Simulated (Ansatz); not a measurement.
# AsPb3N (built on the sites of a database entry of Ca3SbN): following an unstable mode

Which phase does AsPb3N (built on the sites of a database entry of Ca3SbN) fall into along its unstable mode, and how much energy does it gain?

Program: Ansatz 0.2.0. Level of theory: DFT r2SCAN, scalar-relativistic, plane waves, PAW. Results are calculated unless marked as measured.

The structure was built from a prototype and need not be the compound's stable phase.

## 1. Set-up

Symmetry: Pm-3m, No. 221, cubic system. Conventional cell: a = 5.500 Å, b = 5.500 Å, c = 5.500 Å, α = 90.00°, β = 90.00°, γ = 90.00°. Nearest to Pb lie 2 As at 2.75 Å. Nearest to As lie 6 Pb at 2.75 Å. Nearest to N lie 12 Pb at 3.89 Å. Farther neighbours and most contacts between anions are not listed.

## 2. Zone-centre response

The cell comes from relaxations at this level that are not shown. The zone centre is the only wavevector solved here; it holds the modes that light can see, as far as symmetry allows. No field response is asked, since the mesh shows no gap.

Input file input.yaml:

```yaml
crystal:
  lattice:
    - [5.4998917883, 0.0, 0.0]
    - [0.0, 5.4998917883, 0.0]
    - [0.0, 0.0, 5.4998917883]
  atoms:
    - { symbol: Pb, position: [0.0, 0.5, 0.5] }
    - { symbol: Pb, position: [0.5, 0.0, 0.5] }
    - { symbol: Pb, position: [0.5, 0.5, 0.0] }
    - { symbol: As, position: [0.5, 0.5, 0.5] }
    - { symbol: "N", position: [0.0, 0.0, 0.0] }
kpoints:
  mp_grid: { grid: [8, 8, 8] }
hamiltonian:
  xc: r2scan
scf:
  occupations: { method: methfessel_paxton, width: 0.2 }
output:
  eigenvalues: true
phonons:
  method: dfpt
```

The run is started by

```bash
$ ansatz run input.yaml --threads 4 --pin off --max-ram 14336MiB --backend cpu --events-out ev --progress --plain --runs-dir out
```

Numbers of over 12 decimals in the logs are rounded to 6 here.

What it wrote:

```text
Engine: ansatz 0.2.0, aarch64-unknown-linux-gnu
Pseudopotentials: kind: paw
Pseudopotential: Pb, paw, valence charge 14, recommended cutoff 500 eV (meta_gga), Pb.paw.azcp
Pseudopotential: As, paw, valence charge 15, recommended cutoff 500 eV (meta_gga), As.paw.azcp
Pseudopotential: N, paw, valence charge 5, recommended cutoff 500 eV (meta_gga), N.paw.azcp
Functional definition: r2SCAN
  parameter k0 = 0.174
  parameter k1 = 0.065
  parameter a1 = 4.9479
  exchange = r2scan_x(k0 = k0, k1 = k1, a1 = a1)
  correlation = r2scan_c
Crystal: 5 atoms, lattice volume = 166.365 Å³
Basis set: ecut = 500 eV, 4169 PW (Γ), exchange–correlation on 225×225×225 points (125 copies of the dense FFT grid, shifted against one another)
Bands: 38, of which v1, the nominal top of the filled ones, is band 31 counted from 1 (30 counted from 0)
Symmetry: 48 space group operations
k-points: 170 of 512 (irreducible under 2 space group operations, time reversal used)
Non-local potential: Pb, projectors of the file, l = 0: 2, l = 1: 2, l = 2: 2, l = 3: 2
Non-local potential: As, projectors of the file, l = 0: 2, l = 1: 2, l = 2: 3, l = 3: 1
Non-local potential: N, projectors of the file, l = 0: 2, l = 1: 2, l = 2: 1
PAW form: soft (Blöchl's): semilocal exchange-correlation on the pseudo side does not see the compensation charge
PAW frozen core: Pb, regenerated for the run's functional (the file was generated under x = pbe(κ = 0.804, μ = 0.219515), c = pbe(β = 0.066725))
PAW frozen core: As, regenerated for the run's functional (the file was generated under x = pbe(κ = 0.804, μ = 0.219515), c = pbe(β = 0.066725))
PAW frozen core: N, regenerated for the run's functional (the file was generated under x = pbe(κ = 0.804, μ = 0.219515), c = pbe(β = 0.066725))
PAW one-centre angular grid: Pb, 590 points (default); XC on 160 Gauss nodes
PAW one-centre angular grid: As, 590 points (default); XC on 160 Gauss nodes
PAW one-centre angular grid: N, 302 points (default); XC on 160 Gauss nodes
Initial density: superposition of atomic densities (neutral atoms: chi_scale 0, normalization atom), corrected by the library's trained network
Initial wavefunctions: pseudopotential atomic-orbital guess
Functional: x = r2scan, c = r2scan; τ floored in thin density (d = 2e-4 eV/Å³)
SCF iter   1: F=—  HF=-41004.118388 eV  |F-HF|=—  |Δ(HF+E_count)|=         —  Δρ=1.51e-2  dr2=9.98e-1  dr2_τ=4.09e-2  ethr=1.77e-3  ⟨swp⟩=9.0  Hψ=32090  notcnv=0
preconditioner: auto → Kerker (q_TF=auto, 2.314 Å⁻¹)  [metal: Δε(μ)=0.095 eV  Ē_g=14.713 eV  σ=0.200 eV  W_gap=0.36  n_scr=32 (ndim 8)  ℏωp=20.8 eV  f_vac=0.008  D(μ)=2.00/eV (n_scr^D=6)]
SCF iter   2: F=—  HF=-41004.232166 eV  |F-HF|=—  |Δ(HF+E_count)|=   1.14e-1  S|Δr|=    0.00e0  Δρ=2.95e-2  dr2=2.64e0  dr2_τ=2.57e-1  ethr=1.61e-3  ⟨swp⟩=2.1  Hψ=10415  notcnv=0  defer=43  recentre
SCF iter   3: F=—  HF=-41004.084316 eV  |F-HF|=—  |Δ(HF+E_count)|=   1.48e-1  S|Δr|=    0.00e0  Δρ=4.64e-3  dr2=9.37e-2  dr2_τ=3.62e-4  ethr=1.61e-3  ⟨swp⟩=2.0  Hψ=8747  notcnv=0  defer=43
SCF iter   4: F=—  HF=-41004.076525 eV  |F-HF|=—  |Δ(HF+E_count)|=   7.79e-3  S|Δr|=    0.00e0  Δρ=2.27e-3  dr2=2.97e-2  dr2_τ=1.11e-3  ethr=1.51e-4  ⟨swp⟩=1.0  Hψ=7504  notcnv=0  defer=17
SCF iter   5: F=—  HF=-41004.075258 eV  |F-HF|=—  |Δ(HF+E_count)|=   1.27e-3  S|Δr|=    0.00e0  Δρ=8.29e-4  dr2=1.19e-3  dr2_τ=8.52e-5  ethr=4.79e-5  ⟨swp⟩=1.1  Hψ=6367  notcnv=0  defer=17
SCF iter   6: F=—  HF=-41004.075571 eV  |F-HF|=—  |Δ(HF+E_count)|=   3.13e-4  S|Δr|=    0.00e0  Δρ=3.22e-4  dr2=3.75e-4  dr2_τ=2.07e-5  ethr=1.92e-6  ⟨swp⟩=2.0  Hψ=8079  notcnv=0  defer=17
SCF iter   7: F=—  HF=-41004.075589 eV  |F-HF|=—  |Δ(HF+E_count)|=   1.83e-5  S|Δr|=    0.00e0  Δρ=8.08e-5  dr2=2.11e-5  dr2_τ=1.34e-6  ethr=6.05e-7  ⟨swp⟩=2.0  Hψ=10763  notcnv=0  defer=17
SCF iter   8: F=—  HF=-41004.075597 eV  |F-HF|=—  |Δ(HF+E_count)|=   8.22e-6  S|Δr|=    0.00e0  Δρ=4.46e-5  dr2=5.30e-6  dr2_τ=1.04e-7  ethr=3.41e-8  ⟨swp⟩=2.0  Hψ=11636  notcnv=0  defer=17
SCF iter   9: F=—  HF=-41004.075566 eV  |F-HF|=—  |Δ(HF+E_count)|=   3.12e-5  S|Δr|=    0.00e0  Δρ=1.10e-5  dr2=3.67e-7  dr2_τ=6.15e-9  ethr=8.55e-9  ⟨swp⟩=2.0  Hψ=8052  notcnv=0  defer=20
SCF iter  10: F=—  HF=-41004.075566 eV  |F-HF|=—  |Δ(HF+E_count)|=   7.42e-9  S|Δr|=    0.00e0  Δρ=2.82e-6  dr2=2.42e-8  dr2_τ=4.39e-10  ethr=5.92e-10  ⟨swp⟩=3.0  Hψ=12103  notcnv=0  defer=20
SCF iter  11: F=—  HF=-41004.075566 eV  |F-HF|=—  |Δ(HF+E_count)|=   2.27e-8  S|Δr|=    0.00e0  Δρ=1.08e-6  dr2=2.42e-9  dr2_τ=3.30e-11  ethr=3.90e-11  ⟨swp⟩=2.0  Hψ=10412  notcnv=0  defer=20
SCF iter  12: F=—  HF=-41004.075566 eV  |F-HF|=—  |Δ(HF+E_count)|=   2.48e-9  S|Δr|=    0.00e0  Δρ=4.51e-7  dr2=5.18e-10  dr2_τ=1.70e-11  ethr=3.90e-12  ⟨swp⟩=2.9  Hψ=12550  notcnv=0  defer=20
SCF iter  13: F=—  HF=-41004.075566 eV  |F-HF|=—  |Δ(HF+E_count)|=  2.62e-10  S|Δr|=    0.00e0  Δρ=1.68e-7  dr2=5.43e-11  dr2_τ=3.72e-12  ethr=1.00e-12  ⟨swp⟩=2.0  Hψ=8118  notcnv=0  defer=20
SCF iter  14: F=—  HF=-41004.075566 eV  |F-HF|=—  |Δ(HF+E_count)|=  7.28e-12  S|Δr|=    0.00e0  Δρ=6.74e-8  dr2=1.77e-11  dr2_τ=1.03e-12  ethr=1.00e-12  ⟨swp⟩=10.6  Hψ=34809  notcnv=0
SCF iter  15: F=-41004.075566 eV  HF=-41004.075566 eV  |F-HF|=2.18e-11  |Δ(HF+E_count)|=  2.18e-11  S|Δr|=    0.00e0  Δρ=2.42e-8  dr2=2.17e-12  dr2_τ=9.14e-15  ethr=1.00e-12  ⟨swp⟩=5.0  Hψ=23923  notcnv=0
SCF 1 converged in 15 iterations: F = -41004.075566 eV  dr2 = 2.17e-12
  greatest PAW one-centre occupation: 0.999 electrons in one spin orbital (limit 2), on the As atom at site 3 (counted from 0), in its partial waves of l = 2
DFPT response loops at Γ: preconditioner auto → Kerker (q_TF=auto, 2.314 Å⁻¹) (partly filled bands, converged f_vac=0.010); β = 1.00, the filter's whole step (`scf.mixing.beta` (0.50) is not read by the response loops under this deck's `scf.mixing.preconditioner`; to damp them name `kerker` or `kerker_dos`, under which they read `scf.mixing.beta`, and type it under 1.00, their step now; both keys bind the ground state too); Broyden in place of MSR1
SCF converged after 15 iterations
Stability not checked: this state was not tested for a lower state beside it, because cold or Methfessel-Paxton smearing, or corrected tetrahedra, fill the levels in a way that the test cannot read (fill_not_monotonic; see scf.lower_state_search)
Free energy (F): -41004.075566 eV
Harris-Foulkes:  -41004.075566 eV  (|F-HF|=2.18e-11)
Internal energy: -41004.083874 eV  (E = F + TS)
E sigma→0 (E₀):  -41004.077643 eV
Entropy (-TS):   0.008308 eV (1.662 meV/atom)
Fermi energy:    6.086814 eV
--- Per-component energies (eV) ---
  E_band       = -640.663085
  E_kinetic    = 1082.010481
  E_local      = -6916.267079  (includes V_loc(G=0)·N_el)
  E_nonlocal   = 427.460637
  E_hartree    = 3070.364762
  E_xc         = -751.812459
  E_vxc        = -596.202504  (∫ρ·V_xc dr)
  E_paw        = -33271.931288  (= ΣΔE_a)
  E_vpaw       = -820.604167  (= ΣTr[D̂ρ^β])
  E_aug_tail   = 0.000061  (compensation charges beyond the density's cutoff)
  E_vtau       = 42.209973  (kinetic-family band-sum trace: ∫τ·v_τ [+ j·A + Jᵃ·Aᵃ] dr)
  E_ewald      = -4645.318523
  E_core_change = 1.409535  (= ΣΔE_core)
  E_smearing   = 0.008308  (= −TS)
  E_closure    = -0.000000  (closes the sum)
  Σ components = -41004.075566   (vs F -41004.075566, Δ=0.00e0)
--- Band table (eV; the first three rows and the last of 170) ---
  k-point 0: bands = [... 27 lower, 1.2339, 5.6661, 5.6661, 5.6661, 8.0921, 8.0921, 8.0921, 8.5880, ... 3 higher]
  k-point 1: bands = [... 27 lower, 2.0172, 5.6546, 5.6546, 5.7160, 7.9219, 7.9402, 7.9402, 8.3528, ... 3 higher]
  k-point 2: bands = [... 27 lower, 3.4574, 5.6055, 5.6055, 5.8623, 7.5774, 7.6314, 7.6314, 7.8647, ... 3 higher]
  k-point 169: bands = [... 27 lower, 3.9784, 6.8869, 6.8869, 6.8869, 7.0435, 7.0435, 7.0435, 8.4046, ... 3 higher]
--- Phonons (Γ-DFPT): 4 representative perturbations + reference, on 170 of 512 k-points (Σ response iterations 38) ---
  k mesh reduced under 2 symmetry operations, with k and −k counted as one. Each operation leaves every solved perturbation unchanged. A smaller set is not considered because the functional reads the kinetic-energy density
  ASR residual: 2.937e-4 → 0.000e0 eV/Å²; symmetrization residual: 2.414e-5 eV/Å²
  ASR residual per site (eV/Å²): 1.28e-5 1.28e-5 1.28e-5 6.81e-5 2.94e-4
  Γ frequencies (cm⁻¹): -199.80 -199.80 -199.80 -50.19 -50.19 -50.19 -42.77 -42.77 -42.77 0.00 0.00 0.00 179.18 179.18 179.18
  non-analytic LO–TO correction: not included (Born effective charges unavailable; polar crystals: no LO–TO splitting at Γ)
```

The job ended after 17 min (4 threads of Arm Neoverse V1, shared host; peak memory 6.4 GiB).

Reading the cycles: dr2 is the Hartree energy of the density residual (eV), the measure of convergence; HF is the Harris–Foulkes estimate of the energy, which meets the free energy F at convergence.

This step gave:

* volume per atom: 33.27 Å³
* gap on the k-mesh: 0 eV
* sum-rule residual before enforcement: 2.94e-4 eV/Å²
* point group: m-3m
* highest optical mode at the zone centre (no LO-TO term): 179.2 cm⁻¹
* lowest optical zone-centre mode: -199.8 cm⁻¹

Patterns of degenerate modes are one choice out of their space. Modes at Γ, with each element's share of the kinetic energy (negative means imaginary):

```csv
mode,frequency (cm⁻¹),symmetry,Pb %,As %,N %
1,-199.8,T1u,6,0,93
2,-199.8,T1u,6,0,93
3,-199.8,T1u,6,0,93
4,-50.2,T2u,100,0,0
5,-50.2,T2u,100,0,0
6,-50.2,T2u,100,0,0
7,-42.8,T1u,67,28,5
8,-42.8,T1u,67,28,5
9,-42.8,T1u,67,28,5
10,0.0,acoustic,87,11,2
11,0.0,acoustic,87,11,2
12,0.0,acoustic,87,11,2
13,179.2,T1u,39,61,0
14,179.2,T1u,39,61,0
15,179.2,T1u,39,61,0
```

Displacements in mode 1 (-199.8 cm⁻¹), the largest set to 1:
```
Pb1  0.00  0.04 -0.05
Pb2  0.00 -0.01 -0.05
Pb3  0.00  0.04  0.02
As4  0.00 -0.02  0.02
N5   0.00 -0.89  1.00
```

Displacements in mode 4 (-50.2 cm⁻¹), the largest set to 1:
```
Pb1  0.00  0.71 -1.00
Pb2 -0.72  0.00  1.00
Pb3  0.72 -0.71  0.00
As4  0.00  0.00  0.00
N5   0.00  0.00  0.00
```

Before it was imposed, the acoustic sum rule was missed by 2.9e-4 eV/Å². Small misses are needed for a sound result but don't prove that mesh and cutoff are converged. The lowest optical mode is imaginary, 199.8i cm⁻¹, so the energy falls along it.

## 3. The mode frozen in, largest atomic shift 0 Å

The mode followed lies at Γ with frequency 199.8i cm⁻¹ and is 3-fold degenerate, the softest among the wavevectors solved. At small amplitude the distorted cell has space group no. 160 by a symmetry search on the positions. The undistorted cell that holds it gives the zero of energy on the same k mesh.

input.yaml: that of step 2 with these lines changed.

```diff
@@ -18,4 +18,4 @@
 output:
+  forces: true
+  stress: true
   eigenvalues: true
-phonons:
-  method: dfpt
```

What it wrote:

```text
[...]
Crystal: 5 atoms, lattice volume = 166.365 Å³
Basis set: ecut = 500 eV, 4169 PW (Γ), exchange–correlation on 180×180×180 points (64 copies of the dense FFT grid, shifted against one another)
Bands: 38, of which v1, the nominal top of the filled ones, is band 31 counted from 1 (30 counted from 0)
Symmetry: 48 space group operations
[...]
k-points: 35 of 512
[...]
k-point 0: bands = [... 27 lower, 1.2339, 5.6662, 5.6662, 5.6662, 8.0922, 8.0922, 8.0922, 8.5881, ... 3 higher]
  k-point 1: bands = [... 27 lower, 2.0173, 5.6546, 5.6546, 5.7160, 7.9219, 7.9402, 7.9402, 8.3529, ... 3 higher]
  k-point 2: bands = [... 27 lower, 3.4575, 5.6055, 5.6055, 5.8623, 7.5775, 7.6314, 7.6314, 7.8647, ... 3 higher]
  k-point 34: bands = [... 27 lower, 3.9785, 6.8870, 6.8870, 6.8870, 7.0435, 7.0435, 7.0435, 8.4046, ... 3 higher]
[key lines of the parts left out:]
SCF converged after 10 iterations
Free energy (F): -41004.075567 eV
Fermi energy:    6.086852 eV
P = ⅓ Tr σ = 0.0015 GPa (0.015 kbar)
```

Run time: 9.7 s. Hardware: 4 threads; peak memory 0.96 GiB.

Numbers from this step:

```
pressure                         : 0.001487 GPa
energy from the undistorted cell : 0 meV/atom
```

The run ends at a pressure of 0.00 GPa.

## 4. The mode frozen in, largest atomic shift 0.6 Å

The atoms are moved along the unstable eigenvector, the largest shift by 0.6 Å, with the cell fixed.

input.yaml, the sections that differ from step 3:

```yaml
crystal:
  lattice:
    - [5.4998917883, 0.0, 0.0]
    - [0.0, 5.4998917883, 0.0]
    - [0.0, 0.0, 5.4998917883]
  atoms:
    - { symbol: Pb, position: [0.001049806, 0.50291148, 0.50291148] }
    - { symbol: Pb, position: [0.49708852, -0.001049806, 0.50291148] }
    - { symbol: Pb, position: [0.49708852, 0.50291148, -0.001049806] }
    - { symbol: As, position: [0.5014250624, 0.4985749376, 0.4985749376] }
    - { symbol: "N", position: [0.0629849049, -0.0629849049, -0.0629849049] }
# kpoints, hamiltonian, scf, output: as in step 3
```

What it wrote:

```text
[...]
Crystal: 5 atoms, lattice volume = 166.365 Å³
Basis set: ecut = 500 eV, 4169 PW (Γ), exchange–correlation on 180×180×180 points (64 copies of the dense FFT grid, shifted against one another)
Bands: 38, of which v1, the nominal top of the filled ones, is band 31 counted from 1 (30 counted from 0)
Symmetry: 6 space group operations
[...]
k-point 0: bands = [... 27 lower, 1.2935, 5.6167, 5.6524, 5.6524, 8.0878, 8.0878, 8.1051, 8.5669, ... 3 higher]
  k-point 1: bands = [... 27 lower, 2.0575, 5.6007, 5.6341, 5.6898, 7.8536, 7.9713, 7.9771, 8.3465, ... 3 higher]
  k-point 2: bands = [... 27 lower, 3.4922, 5.5258, 5.5726, 5.8228, 7.3989, 7.6709, 7.7517, 7.9687, ... 3 higher]
  k-point 64: bands = [... 27 lower, 4.0441, 6.8783, 6.8783, 6.8956, 7.1160, 7.1160, 7.1565, 8.4522, ... 3 higher]
[key lines of the parts left out:]
SCF converged after 8 iterations
Free energy (F): -41004.466944 eV
Fermi energy:    6.154407 eV
P = ⅓ Tr σ = -0.0330 GPa (-0.330 kbar)
```

Wall time 24 s (4 threads); peak memory 1 GiB; 95 s of CPU time.

Numbers from this step:

| Item | Value |
| --- | --- |
| pressure | -0.03298 GPa |
| energy from the undistorted cell | -78.17 meV/atom |

The energy, extrapolated to zero smearing, is -78.17 meV/atom against the undistorted cell.

The run ends at a pressure of -0.03 GPa, with forces up to 1.2 eV/Å.

## 5. Energy along the mode, all amplitudes (two of the runs are shown above)

An imaginary frequency means negative curvature, so the energy should fall and then rise again as anharmonic terms take over.

Numbers from this step:

| Item | Value |
| --- | --- |
| depth at the lowest point sampled | 78.17 meV/atom |
| largest atomic shift at that point | 0.6 Å |

Energy from the parent against largest atomic shift:

```csv
largest atomic shift (Å),energy from the parent (meV/atom)
0.000,0
0.040,-0.351
0.080,-1.41
0.140,-4.30
0.220,-10.6
0.320,-22.4
0.450,-44.2
0.600,-78.2
```

Displacement at unit largest shift by atom:

```csv
atom,x (Å),y (Å),z (Å),size
Pb1,0.010,0.027,0.027,0.039
Pb2,-0.027,-0.010,0.027,0.039
Pb3,-0.027,0.027,-0.010,0.039
As4,0.013,-0.013,-0.013,0.023
N5,0.577,-0.577,-0.577,0.999
```

The lowest of the steps tried is the last one, at 0.6 Å, 78.2 meV/atom below the parent; the bottom of the well need not coincide with a step.

(Part 1 of 3 ends here.)

[Logs are printed without paths, hosts, clocks, repeated set-up lines and the standing remarks that a program may print on its own settings, such as how far it seeks lower states.]

[Hosts, paths, dates, database ids (printed as entryN), source tags and the programs' standing remarks are cut or masked in the printed files.]
